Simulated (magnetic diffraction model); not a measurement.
# Ba2NdCrSe5: what an assumed order does to the neutron pattern

Space group P-1 (no. 2), a = 7.1030 Å, b = 8.8350 Å, c = 9.3860 Å, α = 104.13°, β = 101.79°, γ = 107.19°.

```csv
site,atom,x,y,z
2i,Nd,0.9987,0.7280,0.9908
2i,Ba,0.3378,0.5070,0.6994
2i,Ba,0.6281,0.9722,0.2921
2i,Se,0.4891,0.7439,0.4950
2i,Se,0.7036,0.4147,0.9487
2i,Se,0.7014,0.9086,0.9226
2i,Se,0.9769,0.1432,0.6835
2i,Se,0.9880,0.6847,0.6764
2i,Cr,0.8066,0.8678,0.6866
```

The compound is invented for this exercise: a known structure type with other elements, its cell scaled to their sizes and not relaxed.

Only Nd and Cr are taken to order (form factors of Nd3+ and Cr3+); orders and moment sizes are assumed, and not adapted to the symmetry. Radiation: neutrons of λ = 1.909 Å, 3° to 30°; isotropic B of 0.45 Å² (Nd), 0.55 Å² (Ba), 0.69 Å² (Se) and 0.9 Å² (Cr). Simulated constant-wavelength pattern: nuclear and magnetic terms add, the magnetic one as |2.695 fm × Σ f S⊥ exp(2πi Q·r) exp(−B s²)|², summed over all Q at one angle with the factor 1/(sin²θ cos θ). For collinear order S is the moment m, which repeats by lattice and centring translations R with the sign exp(−2πi k·R). Free-ion form factors, Sears's scattering lengths of 1992, no absorption; a label names one of the reflections at its angle. The strongest nuclear line in the range is 100, and lines under 0.2 are left out.

Assume the order k = (1/2 0 0), collinear moments along [111], 2.8 μB on Nd and 2.57 μB on Cr; signs + at (0.9987, 0.7280, 0.9908), − at (0.0013, 0.2720, 0.0092), + at (0.8066, 0.8678, 0.6866), + at (0.1934, 0.1322, 0.3134).

Q: Where does magnetic intensity appear, and how strong is it?

```csv
2θ (°),index,nuclear,magnetic
8.45,(1/2 0 0),0.0,248.3
12.62,(0 0 1),25.7,0.0
12.93,(1/2 0 -1),0.0,196.5
13.26,(1/2 -1 0),0.0,6.1
13.74,(0 1 0),14.5,0.0
15.34,(0 1 -1),1.7,0.0
16.93,(1/2 -1 1),0.0,52.1
16.95,(1 0 0),49.7,0.0
17.19,(1/2 0 1),0.0,16.2
17.52,(1 -1 0),14.5,0.0
17.87,(1 0 -1),100.0,0.0
18.13,(1/2 1 -1),0.0,12.3
18.61,(1/2 1 0),0.0,14.3
19.65,(-1/2 1 1),0.0,11.0
21.30,(-1 1 1),1.1,0.0
21.55,(0 1 1),33.2,0.0
21.99,(1 -1 1),12.8,0.0
23.85,(1 1 -1),18.0,0.0
24.07,(1 0 1),5.5,0.0
24.20,(3/2 -1 0),0.0,17.6
24.23,(1/2 0 -2),0.0,21.9
24.63,(0 1 -2),30.0,0.0
24.89,(3/2 0 -1),0.0,33.9
25.22,(1/2 1 -2),0.0,7.9
25.39,(0 0 2),17.8,0.0
25.54,(1 1 0),1.2,0.0
25.54,(3/2 0 0),0.0,33.8
25.74,(1/2 -2 1),0.0,43.1
25.80,(1/2 -2 0),0.0,29.5
25.86,(-3/2 1 1),0.0,15.3
26.02,(1 0 -2),3.1,0.0
26.41,(0 2 -1),2.1,0.0
26.69,(1 -2 0),2.9,0.0
26.91,(1/2 -1 2),0.0,3.8
27.68,(0 2 0),19.2,0.0
27.85,(1 -2 1),24.3,0.0
28.52,(1 1 -2),1.6,0.0
28.82,(3/2 -1 1),0.0,0.5
29.16,(1/2 0 2),0.0,7.9
29.68,(1/2 2 -1),0.0,17.6
```

The strongest magnetic line in the range is (1/2 0 0) at 8.45° (248.3). On top of the Lorentz factor, which all lines share, magnetic lines fade with angle because f falls: for Nd3+ it is 0.98, 0.90, 0.79 and 0.54 at sin θ/λ = 0.1, 0.2, 0.3 and 0.5 Å⁻¹, while nuclear lengths stay constant. The order has no net moment.

[Logs are printed without paths, hosts, clocks, repeated set-up lines and the standing remarks that a program may print on its own settings, such as how far it seeks lower states.]
